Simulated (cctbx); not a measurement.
# Absolute structure of ZnFe10CuO16

Space group R3m (no. 160), a = 6.0540 Å, b = 6.0540 Å, c = 29.9610 Å, α = 90.00°, β = 90.00°, γ = 120.00°.

```
atom  mult.       x       y       z  Ueq (Å²)
 Zn1      3       0       0  0.3129    0.0224
 Cu1      3     1/3     2/3  0.1687    0.0226
 Fe1      9  0.9995  0.4997  0.0634    0.0217
 Fe2      3     2/3     1/3  0.1483    0.0190
 Fe3      3       0       0  0.1219    0.0215
 Fe4      9  0.8270  0.1730  0.2274    0.0178
 Fe5      3     1/3     2/3  0.2882    0.0225
 Fe6      3     2/3     1/3  0.3323    0.0168
  O1      9  0.1768  0.8232  0.0240    0.0308
  O2      3     1/3     2/3  0.0967    0.0342
  O3      3     2/3     1/3  0.0240    0.0312
  O4      9  0.8187  0.6374  0.1008    0.0274
  O5      9  0.9792  0.4896  0.1893    0.0344
  O6      3     2/3     1/3  0.2701    0.0295
  O7      3       0       0  0.1952    0.0317
  O8      9  0.1516  0.3031  0.2675    0.0315
```

The model was made for the exercise: a known structure type with other elements put in, its volume estimated, not relaxed; displacement parameters are assumed.

Data sets are simulated with cctbx and refined with Bijvoet mates kept apart; Flack x is then fitted as the share of an inverted twin with the atoms fixed, Hooft y from the Bijvoet differences. The group is acentric but holds improper operations, so there is an absolute structure (orientation) and no hand.

Untwinned crystal. What Flack and Hooft values should come out?

```
  λ (Å)  extinction (unmodelled)  d min (Å)  top counts  error (%)     model      R1  Flack x   s.u.  Hooft y   s.u.  pairs
0.71073                        0       0.77        5000          2  as given  0.0266    -0.13   0.15   -0.180  0.151    311
0.71073                        0       0.77        5000          2  inverted  0.0273     0.60   0.14    0.639  0.147    311
1.54184                      0.1       0.83       40000        1.5  as given  0.0150    0.004  0.008   -0.003  0.008    254
```

With Mo Kα, the s.u. is too large to fix the absolute structure. With Cu Kα, x is within 3 s.u. of 0, so the absolute structure is right. The inverted model doesn't give 1 − x: the structure is pseudo-centrosymmetric, and the refinement slid into another minimum.

A further crystal gives:

```csv
λ (Å),extinction (unmodelled),d min (Å),top counts,error (%),model,R1,Flack x,s.u.,Hooft y,s.u.,pairs
0.71073,0.3,0.84,20000,1.5,as given,0.0173,0.24,0.06,0.271,0.064,243
```

**Question.** What is it?

It was simulated as an inversion twin with a fraction 0.3 of the inverted domain. Flack x is over 3 s.u. from both 0 and 1 and reads that fraction.

[Logs are printed without paths, hosts, clocks, repeated set-up lines and the standing remarks that a program may print on its own settings, such as how far it seeks lower states.]
